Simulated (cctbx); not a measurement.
**Diagnosing a refinement**

Cell a = 9.6210 Å, b = 7.7860 Å, c = 9.8390 Å, α = 90.00°, β = 90.00°, γ = 90.00°; space group Cmcm (no. 63). The compound is Yb3Mn3In2.

The data are simulated with cctbx, not measured: Cu Kα, λ = 1.54184 Å, to d = 0.83 Å, 50 % of the full sphere, strongest reflection 40000 counts, noise from counting, a 2 % proportional error and a noise floor of 8 counts (s.d.); no absorption, and some extinction, which the refinements don't model.

An anisotropic refinement with weights 1/σ² prints:

```text
Rint 0.019, 376 unique reflections to 0.83 A
cycle     R1     wR2    GooF  max shift (A)
   1  0.2279  0.4971  22.741   0.05353
   3  0.2232  0.4670  21.363   0.00001
final R1 0.2232 wR2 0.4670 GooF 21.363  parameters 19  data/parameter 19.8
atom        x        y        z      Ueq    occ   su(xyz)  su(Uiso or U11)
Yb1    0.19998  0.00000  0.00000  -0.0035  1.000  0.00055  0.0030  NPD
Yb2    0.50000  0.86562  0.75000  -0.0012  1.000  0.00105  0.0036  NPD
In1    0.71129  0.79051  0.25000   0.0010  1.000  0.00102  0.0036  NPD
Mn1    0.50000  0.47597  0.75000   0.0117  1.000  0.00433  0.0120
difference map: max 77.48 min -11.40 rms 4.41
Q1    0.0000  0.3070  0.0475    8   79.64  2.85 A from In1
Q2    0.0000  0.3706  0.7500    4   36.81  0.04 A from Yb2
Q3    0.2079  0.3010  0.2500    8   31.57  0.09 A from In1
Q4    0.2069  0.0000  0.0000    8   30.97  0.07 A from Yb1
Q5    0.0000  0.0003  0.2500    4   17.81  0.19 A from Mn1
Q6    0.0708  0.5012  0.1989   16    6.53  1.34 A from Yb2
```

**Question.** Can this result stand? If not, what is the likely fault?

Mend it. The fault: an atom left out, Mn at (1/2, 0.1927, 0.5481). Against the right model at the same level, R1 goes from 0.0120 to 0.2232 and GooF from 1.21 to 21.36, U of Yb1 shrinks from 0.0059 to -0.0035 Å², the top difference peak, 79.6 e/Å³, lies 2.85 Å from In1 and Yb1, Yb2 and In1 go non-positive-definite. Q1 is the missing atom. With scattering power missing, scale and phases suffer, so peaks may also grow on the heavy atoms.

The compound is Yb3Mn3In2. The right model at the same level gives:

```text
Rint 0.019, 376 unique reflections to 0.83 A
cycle     R1     wR2    GooF  max shift (A)
   1  0.0129  0.0280   1.290   0.00060
   2  0.0120  0.0262   1.207   0.00000
final R1 0.0120 wR2 0.0262 GooF 1.207  parameters 25  data/parameter 15.0
atom        x        y        z      Ueq    occ   su(xyz)  su(Uiso or U11)
Yb1    0.20054  0.00000  0.00000   0.0059  1.000  0.00003  0.0002
Yb2    0.50000  0.86626  0.75000   0.0060  1.000  0.00005  0.0002
In1    0.71056  0.79239  0.25000   0.0068  1.000  0.00005  0.0002
Mn1    0.50000  0.19268  0.54842   0.0099  1.000  0.00012  0.0005
Mn2    0.50000  0.48290  0.75000   0.0105  1.000  0.00018  0.0007
difference map: max 0.72 min -1.38 rms 0.22
Q1    0.0000  0.0840  0.1697    8    0.75  0.95 A from Mn2
Q2    0.1671  0.4731  0.7500    8    0.65  1.81 A from Yb2
Q3    0.2127  0.3827  0.6432   16    0.62  1.87 A from In1
Q4    0.0668  0.2561  0.7500    8    0.60  1.07 A from Yb2
Q5    0.0000  0.2463  0.6395    8    0.59  1.43 A from Yb2
Q6    0.0950  0.9984  0.1207   16    0.59  1.56 A from Yb1
```

This is a model crystal, built by substitution and not relaxed, with assumed displacement parameters.

[Middle refinement cycles are left out of these outputs.]

[Logs are printed without paths, hosts, clocks, repeated set-up lines and the standing remarks that a program may print on its own settings, such as how far it seeks lower states.]
